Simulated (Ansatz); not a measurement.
# NbRu (Pm-3m): Grüneisen parameters

Wanted: mode Grüneisen parameters of NbRu (Pm-3m).

Main program and level: Ansatz 0.2.0; DFT PBEsol, scalar-relativistic, plane waves, PAW; PAW set soft_1.

This is a report of a sequence of runs, with most program output left out.

## 1. Starting point

It takes space group Pm-3m (No. 221, cubic). Conventional cell: a = 3.139 Å, b = 3.139 Å, c = 3.139 Å, α = 90.00°, β = 90.00°, γ = 90.00°. Nearest to Nb lie 8 Ru at 2.72 Å. Ru has 8 Nb at 2.72 Å nearest. Farther neighbours are not listed.

Structure file:

```cif
data_structure
_symmetry_space_group_name_H-M 'P 1'
_symmetry_Int_Tables_number 1
_cell_length_a 3.1392
_cell_length_b 3.1392
_cell_length_c 3.1392
_cell_angle_alpha 90.000
_cell_angle_beta 90.000
_cell_angle_gamma 90.000
_cell_volume 30.93
loop_
_atom_site_label
_atom_site_type_symbol
_atom_site_fract_x
_atom_site_fract_y
_atom_site_fract_z
_atom_site_occupancy
Nb1 Nb 0.00000 0.00000 0.00000 1
Ru2 Ru 0.50000 0.50000 0.50000 1
```

## 2. Response at finite wavevector

The cell comes from relaxations at this level that are not shown. Stability and thermal properties need the whole zone. Linear response on a 4×4×4 q mesh gives force constants as far as a supercell of that size would.

The input, input.yaml:

```yaml
crystal:
  lattice:
    - [3.1391803495, 0.0, 0.0]
    - [0.0, 3.1391803495, 0.0]
    - [0.0, 0.0, 3.1391803495]
  atoms:
    - { symbol: Nb, position: [0.0, 0.0, 0.0] }
    - { symbol: Ru, position: [0.5, 0.5, 0.5] }
kpoints:
  mp_grid: { grid: [16, 16, 16] }
hamiltonian:
  xc: pbesol
  pseudopotentials: { kind: paw, azcp: { folder: soft_1 }, xc_functional: pbe }
scf:
  occupations: { method: methfessel_paxton, width: 0.2 }
output:
  eigenvalues: true
phonons:
  method: dfpt
  qmesh: [4, 4, 4]
  temperatures: { t_max: 1000, t_step: 50 }
  qpath:
    path:
      - [[0.0, 0.0, 0.0], [0.0, 0.5, 0.0], [0.5, 0.5, 0.0], [0.0, 0.0, 0.0], [0.5, 0.5, 0.5], [0.0, 0.5, 0.0]]
      - [[0.5, 0.5, 0.5], [0.5, 0.5, 0.0]]
    npoints: 10
```

Started as:

```bash
ansatz run input.yaml --threads 4 --pin off --max-ram 10240MiB --backend cpu --events-out ev --progress --plain --runs-dir out
```

Wall time 6.1 min (4 threads of AMD EPYC 9R14 (Zen 4), shared host); peak memory 3.3 GiB; 23 min of CPU time.

This step gave:

* volume per atom: 15.47 Å³
* gap on the k-mesh: 0 eV
* sum-rule residual before enforcement: 9.68e-5 eV/Å²
* lowest frequency on the path: -164.5 cm⁻¹
* point group: m-3m
* highest frequency on the path or at a solved wavevector: 217.4 cm⁻¹
* highest optical mode at the zone centre (no LO-TO term): 128.8 cm⁻¹
* lowest optical zone-centre mode: 128.8 cm⁻¹
* lowest mode on the q mesh (acoustic modes at Γ apart): -164.5 cm⁻¹

Frequencies (cm⁻¹) solved at each irreducible wavevector; negative means imaginary. Frequencies by wavevector, by row:

```
q in reciprocal lattice units  star  mode 1  mode 2  mode 3  mode 4  mode 5  mode 6
                        0 0 0     1       0       0       0   128.8   128.8   128.8
                     0 0 0.25     6      56      56    73.2   136.4   136.4   144.9
                     0 0 -0.5     3   -56.5   -56.5    95.1   132.2   132.2   160.6
                  0 0.25 0.25    12  -120.5   -77.4    57.8   117.6   168.1   187.1
                  0 0.25 -0.5    12  -136.9  -109.2   -36.1   132.4   200.2   211.5
                  0 -0.5 -0.5     3  -128.2  -128.2   -59.6   125.2   216.1   216.1
               0.25 0.25 0.25     8  -164.5     -76     -76   174.1   174.1   177.8
               0.25 0.25 -0.5    12  -120.5   -88.6    14.8   159.6     181   196.8
               0.25 -0.5 -0.5     6   -59.5   -59.5    20.3   148.8   194.4   194.4
               -0.5 -0.5 -0.5     1   103.5   103.5   103.5   152.8   152.8   152.8
```

Symmetry leaves 10 wavevectors to solve. The lowest mode among them, the acoustic zeros apart, lies at q = (0.25, 0.25, 0.25) and is imaginary, 164.5i cm⁻¹, so the energy falls along it.

## 3. Relaxing at another volume, volume ratio 0.97

The volume is scaled by 0.97 and held; symmetry leaves nothing to relax, so this is a single point. The modes can then be followed against volume.

input.yaml, the sections that differ from step 2:

```yaml
crystal:
  lattice:
    - [3.107469289, 0.0, 0.0]
    - [0.0, 3.107469289, 0.0]
    - [0.0, 0.0, 3.107469289]
  atoms:
    - { symbol: Nb, position: [0.0, 0.0, 0.0] }
    - { symbol: Ru, position: [0.5, 0.5, 0.5] }
output:
  forces: true
  stress: true
  eigenvalues: true
# kpoints, hamiltonian, scf: as in step 2
# phonons: removed
```

Wall time 1.1 s (4 threads); peak memory 0.42 GiB.

This step gave:

```
pressure        : 8.246 GPa
volume per atom : 15.00 Å³
```

The run ends at a pressure of 8.25 GPa.

## 4. Phonons at the other volume, volume ratio 0.97

The phonons are repeated at this volume on the same k and q meshes.

input.yaml, the sections that differ from step 3:

```yaml
output:
  eigenvalues: true
phonons:
  method: dfpt
  qmesh: [4, 4, 4]
  temperatures: { t_max: 1000, t_step: 50 }
  qpath:
    path:
      - [[0.0, 0.0, 0.0], [0.0, 0.5, 0.0], [0.5, 0.5, 0.0], [0.0, 0.0, 0.0], [0.5, 0.5, 0.5], [0.0, 0.5, 0.0]]
      - [[0.5, 0.5, 0.5], [0.5, 0.5, 0.0]]
    npoints: 10
# crystal, kpoints, hamiltonian, scf: as in step 3
```

It took 5.7 min on 4 threads; peak memory 3.3 GiB; 21 min of CPU time.

This step gave:

```
sum-rule residual before enforcement                    : 1.18e-5 eV/Å²
lowest frequency on the path                            : -163.7 cm⁻¹
highest frequency on the path or at a solved wavevector : 235.1 cm⁻¹
highest optical mode at the zone centre (no LO-TO term) : 146.6 cm⁻¹
lowest optical zone-centre mode                         : 146.6 cm⁻¹
lowest mode on the q mesh (acoustic modes at Γ apart)   : -163.7 cm⁻¹
```

Frequencies (cm⁻¹) solved at each irreducible wavevector; negative means imaginary. Frequencies by wavevector, by row:

```
q in reciprocal lattice units  star  mode 1  mode 2  mode 3  mode 4  mode 5  mode 6
                        0 0 0     1       0       0       0   146.6   146.6   146.6
                     0 0 0.25     6    62.5    62.5    88.9   150.2   150.2   157.7
                     0 0 -0.5     3   -31.9   -31.9     115   140.3   140.3   173.1
                  0 0.25 0.25    12  -116.4   -77.2    71.4     130   179.8   205.8
                  0 0.25 -0.5    12  -138.1  -109.5    32.9   141.6   217.1   227.3
                  0 -0.5 -0.5     3  -129.3  -129.3   -28.2   136.1   234.7   234.7
               0.25 0.25 0.25     8  -163.7   -69.9   -69.9   189.8   189.8   192.7
               0.25 0.25 -0.5    12  -118.7   -87.2    57.8   169.7     200   212.5
               0.25 -0.5 -0.5     6   -48.7   -48.7    61.8   160.2   211.2   211.2
               -0.5 -0.5 -0.5     1   121.4   121.4   121.4     165     165     165
```

The highest optical mode at the zone centre (no LO-TO term) is 146.6 cm⁻¹, +17.8 cm⁻¹ against the base run.

## 5. Relaxing at another volume, volume ratio 1.03

The volume is scaled by 1.03 and held; symmetry leaves nothing to relax, so this is a single point. The modes can then be followed against volume.

input.yaml, the sections that differ from step 4:

```yaml
crystal:
  lattice:
    - [3.1702633646, 0.0, 0.0]
    - [0.0, 3.1702633646, 0.0]
    - [0.0, 0.0, 3.1702633646]
  atoms:
    - { symbol: Nb, position: [0.0, 0.0, 0.0] }
    - { symbol: Ru, position: [0.5, 0.5, 0.5] }
output:
  forces: true
  stress: true
  eigenvalues: true
# kpoints, hamiltonian, scf: as in step 4
# phonons: removed
```

Elapsed: 0.95 s, on 4 threads; peak memory 0.45 GiB.

This step gave:

```
pressure        : -7.041 GPa
volume per atom : 15.93 Å³
```

The run ends at a pressure of -7.04 GPa.

## 6. Phonons at the other volume, volume ratio 1.03

input.yaml, as its differences from that of step 5:

```diff
@@ -16,4 +16,11 @@
 output:
-  forces: true
-  stress: true
   eigenvalues: true
+phonons:
+  method: dfpt
+  qmesh: [4, 4, 4]
+  temperatures: { t_max: 1000, t_step: 50 }
+  qpath:
+    path:
+      - [[0.0, 0.0, 0.0], [0.0, 0.5, 0.0], [0.5, 0.5, 0.0], [0.0, 0.0, 0.0], [0.5, 0.5, 0.5], [0.0, 0.5, 0.0]]
+      - [[0.5, 0.5, 0.5], [0.5, 0.5, 0.0]]
+    npoints: 10
```

It took 6.3 min on 4 threads; peak memory 3.4 GiB.

This step gave:

* sum-rule residual before enforcement: 5.57e-5 eV/Å²
* lowest frequency on the path: -164.7 cm⁻¹
* highest frequency on the path or at a solved wavevector: 200.8 cm⁻¹
* highest optical mode at the zone centre (no LO-TO term): 110.5 cm⁻¹
* lowest optical zone-centre mode: 110.5 cm⁻¹
* lowest mode on the q mesh (acoustic modes at Γ apart): -164.7 cm⁻¹

Frequencies (cm⁻¹) solved at each irreducible wavevector; negative means imaginary. Frequencies by wavevector, by row:

```
q in reciprocal lattice units  star  mode 1  mode 2  mode 3  mode 4  mode 5  mode 6
                        0 0 0     1       0       0       0   110.5   110.5   110.5
                     0 0 0.25     6    48.8    48.8    53.7     123     123   132.8
                     0 0 -0.5     3     -71     -71    73.2   124.3   124.3   148.4
                  0 0.25 0.25    12  -123.9   -77.9    39.8   106.2   156.8   168.7
                  0 0.25 -0.5    12  -136.1    -109   -58.2   123.4   183.8   196.4
                  0 -0.5 -0.5     3  -127.3  -127.3   -77.4   114.5   198.1   198.1
               0.25 0.25 0.25     8  -164.7     -81     -81   158.9   158.9   163.5
               0.25 0.25 -0.5    12  -122.6   -89.9   -49.9   149.7   162.2   181.7
               0.25 -0.5 -0.5     6   -68.3   -68.3   -50.4   137.8   178.4   178.4
               -0.5 -0.5 -0.5     1    84.5    84.5    84.5   141.1   141.1   141.1
```

The highest optical mode at the zone centre (no LO-TO term) is 110.5 cm⁻¹, -18.3 cm⁻¹ against the base run.

## 7. Grüneisen parameters

The Grüneisen parameter of a mode is minus the logarithmic change of its frequency with volume, −d ln ω / d ln V; weighted by heat capacity it gives the expansion.

This step gave:

- bulk modulus: 254.7 GPa

Phonon branches along the path, in cm⁻¹:

| point | branch 1 | branch 2 | branch 3 | branch 4 | branch 5 | branch 6 |
| --- | --- | --- | --- | --- | --- | --- |
| Γ | 0 | 0 | 0 | 129 | 129 | 129 |
| halfway | 56 | 56 | 73 | 136 | 136 | 145 |
| X | -56 | -56 | 95 | 132 | 132 | 161 |
| halfway | -137 | -109 | -36 | 132 | 200 | 212 |
| M | -128 | -128 | -60 | 125 | 216 | 216 |
| halfway | -121 | -77 | 58 | 118 | 168 | 187 |
| Γ | 0 | 0 | 0 | 129 | 129 | 129 |
| halfway | -164 | -76 | -76 | 174 | 174 | 178 |
| R | 104 | 104 | 104 | 153 | 153 | 153 |
| halfway | -121 | -89 | 15 | 160 | 181 | 197 |
| X | -56 | -56 | 95 | 132 | 132 | 161 |
| jump to R | 104 | 104 | 104 | 153 | 153 | 153 |
| halfway | -60 | -60 | 20 | 149 | 194 | 194 |
| M | -128 | -128 | -60 | 125 | 216 | 216 |

The same for volume x 0.97:

```csv
point,branch 1,branch 2,branch 3,branch 4,branch 5,branch 6
Γ,0,0,0,147,147,147
X,-32,-32,115,140,140,173
M,-129,-129,-28,136,235,235
Γ,0,0,0,147,147,147
R,121,121,121,165,165,165
X,-32,-32,115,140,140,173
R,121,121,121,165,165,165
M,-129,-129,-28,136,235,235
```

The same for volume x 1.03:

```
point  branch 1  branch 2  branch 3  branch 4  branch 5  branch 6
    Γ         0         0         0       110       110       110
    X       -71       -71        73       124       124       148
    M      -127      -127       -77       115       198       198
    Γ         0         0         0       110       110       110
    R        84        84        84       141       141       141
    X       -71       -71        73       124       124       148
    R        84        84        84       141       141       141
    M      -127      -127       -77       115       198       198
```

## 8. Results

| Quantity | Value |
| --- | --- |
| bulk modulus | 255 GPa |

No expansion is given, because modes are imaginary at one volume or more. The highest optical mode at Γ goes from 147 to 110 cm⁻¹ as the cell grows, a Grüneisen parameter of 4.71. Branches are matched by rank, so values near crossings are rough. With no gap, or one that is small against the smearing, the frequencies hang on the k mesh and the smearing, most of all near Kohn anomalies. The phonon runs are without spin polarisation, although the cell has an odd electron count. The PAW files were made for PBE and serve the other functionals too. A phonon run warned that its eigensolver left some bands unconverged in a pass.

[Logs are printed without paths, hosts, clocks, repeated set-up lines and the standing remarks that a program may print on its own settings, such as how far it seeks lower states.]

[Hosts, paths, dates, database ids (printed as entryN), source tags and the programs' standing remarks are cut or masked in the printed files.]
